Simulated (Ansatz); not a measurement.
# How cost and error scale: twisted h-AlN/h-SiC alternating trilayer, 38.21° (42 atoms) repeated, part 2 of 2

Aim: repeat one cell of twisted h-AlN/h-SiC alternating trilayer, 38.21° (42 atoms) to ever larger supercells at Γ and follow error, time and memory.

Ansatz 0.2.0; Kohn-Sham DFT, PBE+D4, PAW (set soft_2), plane waves.

The cell: 14 Al, 14 N, 7 Si and 7 C. Beside vacuum, support functions can miss their usual error bounds without a warning.

So far. Step 5 (Plane waves, 168 atoms): The energy lies 0.595 meV/atom above the dense-mesh reference. Step 6 (Support functions, 168 atoms): The energy lies 1.97 meV/atom below the dense-mesh reference, and 2.6 meV/atom below plane waves of the same size, an offset between the two bases that leaves the sampling error alike.

### Step 7. Support functions, 378 atoms

Level of this step: Kohn-Sham DFT, PBE+D4, PAW (set soft_2), localised support functions (medium) (Ansatz).

The repeated cell is solved at Γ in support functions.

input.yaml

```yaml
crystal:
  lattice:
    - [8.2415, 0.0, 0.0]
    - [-4.12075, 7.13735, 0.0]
    - [0.0, 0.0, 20.35]
  atoms:
    [... the 42 atom lines of step 2 ...]
  supercell: [3, 3, 1]
kpoints:
  mp_grid: { grid: [1, 1, 1] }
hamiltonian:
  xc: pbe
  dispersion: d4
scf:
  occupations: { method: fixed }
  eigensolver: { kind: { support_functions: { accuracy: medium } } }
  mixing: { beta: 0.2 }
  max_iter: 150
output:
  forces: true
  eigenvalues: true
```

The run is started by

```bash
$ ansatz run input.yaml --threads 4 --pin off --max-ram 15872MiB --backend cpu --events-out ev --progress --plain --runs-dir out
```

Numbers of over 12 decimals in the logs are rounded to 6 here.

Log:

```text
Warning: scf.eigensolver.kind.support_functions: disabling space-group detection — the functions' gradient is summed over unrotated k-points, so no spatial operation reduces the k-mesh or symmetrises the density; time reversal is kept, so that k and −k are solved as one point where they differ and the mesh holds both, and exact exchange and, on two spinor components, a DFT+U term hold to it where the run has them: [...]
settings of this run that can trade accuracy for cost: scf.eigensolver.kind.support_functions [...]
[...]
Crystal: 378 atoms, lattice volume = 10773.335 Å³
Basis set: ecut = 420 eV, 210675 PW (Γ), exchange–correlation on 360×360×288 points (8 copies of the dense FFT grid, shifted against one another)
Bands: 908, of which v1, the nominal top of the filled ones, is band 756 counted from 1 (755 counted from 0)
Symmetry: 1 space group operations
k-points: 1
[...]
Eigensolver: Support functions (medium, 120×120×96 points, laid for a spacing of at most 0.212739 Å, radius 3.873205 Å, 284 sites without an atom, 3 species' potentials softened for the grid, 4 wholly corrected for its errors in the mean over positions, 4 with the egg-box correction, energy correction by stochastic trace)
[...]
SCF iter   1: F=—  HF=-172594.462860 eV  |F-HF|=—  |Δ(HF+E_count)|=         —  Δρ=1.14e-1  dr2=1.86e3  ethr=1.00e-1
[...]
SCF iter  19: F=—  HF=-172230.324815 eV  |F-HF|=—  |Δ(HF+E_count)|=   3.66e-6  Δρ=5.74e-6  dr2=9.34e-6  ethr=2.53e-9  κ⁻¹=2.2e-4(r=2)
SCF iter  20: F=-172230.324814 eV  HF=-172230.324814 eV  |F-HF|=2.56e-7  |Δ(HF+E_count)|=   9.79e-7  Δρ=2.32e-6  dr2=7.21e-7  ethr=6.18e-10
[...]
SCF 1 converged in 20 iterations: F = -172230.358099 eV  dr2 = 7.21e-7
[...]
SCF converged after 20 iterations
Stability not checked: this state was not tested for a lower state beside it, because the mixer in use, unlike msr1, does not test its closes by its own steps (another_mixer; see scf.mixing.algorithm and scf.lower_state_search)
Free energy (F): -172230.358099 eV
[...]
Internal energy: -172230.358099 eV  (E = F + TS)
E sigma→0 (E₀):  -172230.358099 eV
Fermi energy:    0.080352 eV
[...]
Σ components = -172230.358099   (vs F -172230.358099, Δ=0.00e0)
--- Forces (eV/Å), atoms counted from 1 ---
  atom   1  Al     0.13816386     0.19452609     0.13222227
  atom   2  N     -0.06103184    -0.74863442    -0.08337662
  atom   3  Al     0.00262206     0.33874219    -0.11720604
  atom   4  N      0.44586344    -0.39716336    -0.20204019
  atom   5  Al     0.14988526     0.58133724    -0.03415254
  atom   6  N     -0.34520772    -0.17570740    -0.23648486
  [... forces on the other 372 atoms ...]
  max |Σ_I F_I| component: 1.47e-2 eV/Å
--- Band table (eV) ---
[... left out ...]
[...]
```

Elapsed: 16 min, on 4 threads of Arm Neoverse V1, shared host; peak memory 13 GiB; 61 min of CPU time.

The program repeats the typed cell 3×3×1 times, 378 atoms in all; totals in the log are those of the whole repeated cell, and force differences are taken after averaging over the copies of each atom.

The energy lies 2.60 meV/atom below the dense-mesh reference.

### Step 8. Scaling with size

Differences are against the typed cell on a 3×3×1 mesh, which samples like Γ on 378 atoms (r.m.s. force component 0.360 eV/Å, gap 1.56 eV). Every repeated cell is solved at Γ, and forces are averaged over the copies of each atom. Hardware: 4 threads of Arm Neoverse V1, shared host.

| atoms | repeats | basis | Δ force, r.m.s. (meV/Å) | Δ energy (meV/atom) | less plane waves of the same size (meV/atom) | gap (eV) | spread among copies (meV/Å) | SCF cycles | time | host memory (GiB) |
| --- | --- | --- | --- | --- | --- | --- | --- | --- | --- | --- |
| 42 | 1×1×1 | plane waves | 35.9 | -37.0 | - | 2.53 | - | 9 | 4.4 s | 0.98 |
| 42 | 1×1×1 | support functions | 35.8 | -39.5 | -2.5 | 2.53 | - | 16 | 88 s | 2.9 |
| 168 | 2×2×1 | plane waves | 3.10 | 0.595 | - | 1.46 | 0 | 9 | 80 s | 6.3 |
| 168 | 2×2×1 | support functions | 3.16 | -1.97 | -2.6 | 1.46 | 0.079 | 14 | 5.4 min | 8.2 |
| 378 | 3×3×1 | support functions | 0.212 | -2.60 | - | 1.56 | 0.064 | 20 | 16 min | 13 |

### Step 9. The reference in detail

With the settings judged, the reference run is read for its physics.

Length of the force by element:

| element | coordination | atoms | mean length of the force (eV/Å) | spread | least | most |
| --- | --- | --- | --- | --- | --- | --- |
| Al | all | 14 | 0.500 | 0.248 | 0.0956 | 0.987 |
| C | all | 7 | 0.695 | 0.145 | 0.506 | 0.943 |
| N | all | 14 | 0.593 | 0.213 | 0.242 | 1.08 |
| Si | all | 7 | 0.554 | 0.317 | 0.197 | 1.04 |

Löwdin charges by element (they lack the spilled electrons, 0.041 e an atom on average):

| element | coordination | atoms | mean charge (e) | spread | least | most |
| --- | --- | --- | --- | --- | --- | --- |
| Al | all | 14 | 1.14 | 0.004 | 1.14 | 1.15 |
| C | all | 7 | -0.96 | 0.0116 | -0.979 | -0.949 |
| N | all | 14 | -1.08 | 0.0038 | -1.09 | -1.08 |
| Si | all | 7 | 1.08 | 0.0104 | 1.06 | 1.10 |

By region:

| region | atoms | mean length of the force (eV/Å) |
| --- | --- | --- |
| layer 1 | 14 | 0.538 |
| layer 2 | 14 | 0.625 |
| layer 3 | 14 | 0.555 |

States in the cell by windows of 1 eV, zero at the Fermi level; the larger projections on atomic orbitals stand beside the total:

| from (eV) | to (eV) | total | N p | layer 2 | layer 3 | layer 1 | C p | Al p |
| --- | --- | --- | --- | --- | --- | --- | --- | --- |
| -15 | -14 | 4.1 | 0.0 | 0.4 | 1.9 | 1.8 | 0.0 | 0.5 |
| -14 | -13 | 21.1 | 0.1 | 3.2 | 9.1 | 8.7 | 0.1 | 4.3 |
| -13 | -12 | 9.8 | 0.0 | 3.3 | 3.0 | 3.5 | 0.2 | 1.7 |
| -12 | -11 | 5.3 | 0.0 | 5.1 | 0.0 | 0.0 | 0.2 | 0.0 |
| -11 | -10 | 1.7 | 0.0 | 1.7 | 0.0 | 0.0 | 0.0 | 0.0 |
| -10 | -9 | 0.0 | 0.0 | 0.0 | 0.0 | 0.0 | 0.0 | 0.0 |
| -9 | -8 | 1.5 | 0.0 | 1.5 | 0.0 | 0.0 | 0.8 | 0.0 |
| -8 | -7 | 4.3 | 0.0 | 4.2 | 0.0 | 0.0 | 2.1 | 0.0 |
| -7 | -6 | 4.3 | 0.0 | 4.2 | 0.0 | 0.0 | 2.2 | 0.0 |
| -6 | -5 | 10.4 | 5.5 | 2.2 | 4.1 | 4.0 | 1.2 | 0.9 |
| -5 | -4 | 20.7 | 9.0 | 7.2 | 6.7 | 6.8 | 3.9 | 1.9 |
| -4 | -3 | 19.1 | 8.7 | 7.3 | 5.9 | 5.9 | 4.6 | 1.8 |
| -3 | -2 | 26.8 | 15.2 | 7.2 | 9.9 | 9.5 | 5.1 | 3.4 |
| -2 | -1 | 26.2 | 19.0 | 3.8 | 10.9 | 11.0 | 2.8 | 2.9 |
| -1 | 0 | 12.4 | 7.7 | 3.8 | 4.0 | 4.2 | 3.2 | 0.5 |
| 0 | 1 | 0.2 | 0.1 | 0.1 | 0.1 | 0.1 | 0.1 | 0.0 |
| 1 | 2 | 1.8 | 0.1 | 1.4 | 0.2 | 0.2 | 0.2 | 0.3 |
| 2 | 3 | 5.9 | 0.4 | 3.6 | 0.9 | 0.9 | 0.7 | 0.5 |
| 3 | 4 | 11.9 | 0.7 | 6.1 | 2.0 | 1.9 | 1.6 | 1.6 |
| 4 | 5 | 18.2 | 1.8 | 3.6 | 5.7 | 5.2 | 1.1 | 7.3 |

The curve was stored every 0.100 eV, coarse against its broadening of 0.08 eV, so these counts are rough.

With fixed occupations the program's Fermi level is the highest filled level; weight inside the gap is the broadening of levels at its edges.

The levels nearest the highest filled one (over half full), pooled over k-points and spins:

| level less the highest filled one (eV) | occupation |
| --- | --- |
| -0.440 | 2 |
| -0.387 | 2 |
| -0.0657 | 2 |
| -0.0574 | 2 |
| -0.0459 | 2 |
| 0 | 2 |
| 1.56 | 0 |
| 1.66 | 0 |
| 1.66 | 0 |
| 1.70 | 0 |
| 2.10 | 0 |
| 2.11 | 0 |

Mean Löwdin charges: Al +1.14, C -0.96, N -1.08, Si +1.08 e (they miss 1.0 % of the electrons, so they add up to more than the cell's charge).

### Step 10. Summary of results

```
free energy per atom                             : -455.6333 eV/atom
r.m.s. force component                           : 0.3597 eV/Å
gap (highest filled to lowest empty level) : 1.556 eV
wall time of the 6 DFT runs                      : 25 min
```

Repeating the cell at Γ samples more k-points: in plane waves the energy difference from the dense mesh goes from -37.0 meV/atom at 42 atoms to 0.595 at 168, and the force difference from 36 to 3.1 meV/Å; the gap goes from 2.53 to 1.46 eV. At equal size the support functions lie 2.5 to 2.6 meV/atom below plane waves, likely because their grid holds more waves than 420 eV; no run tests this. At the largest size the support functions' forces differ from the reference by 0.059 % of the r.m.s. force, where they sample the same k-points.

The highest filled and lowest empty levels differ by 1.56 eV (on the run's k-points); a semilocal functional tends to put such gaps too low.

**Limits.** The geometry was built by rule, was displaced at random and isn't relaxed at this level: its force components are 0.36 eV/Å r.m.s. The program warns that the dispersion model switches its C6 values near this geometry, which can put artefacts into forces and pressure.

[Logs are printed without paths, hosts, clocks, repeated set-up lines and the standing remarks that a program may print on its own settings, such as how far it seeks lower states.]

[Hosts, paths, dates, database ids (printed as entryN), source tags and the programs' standing remarks are cut or masked in the printed files.]
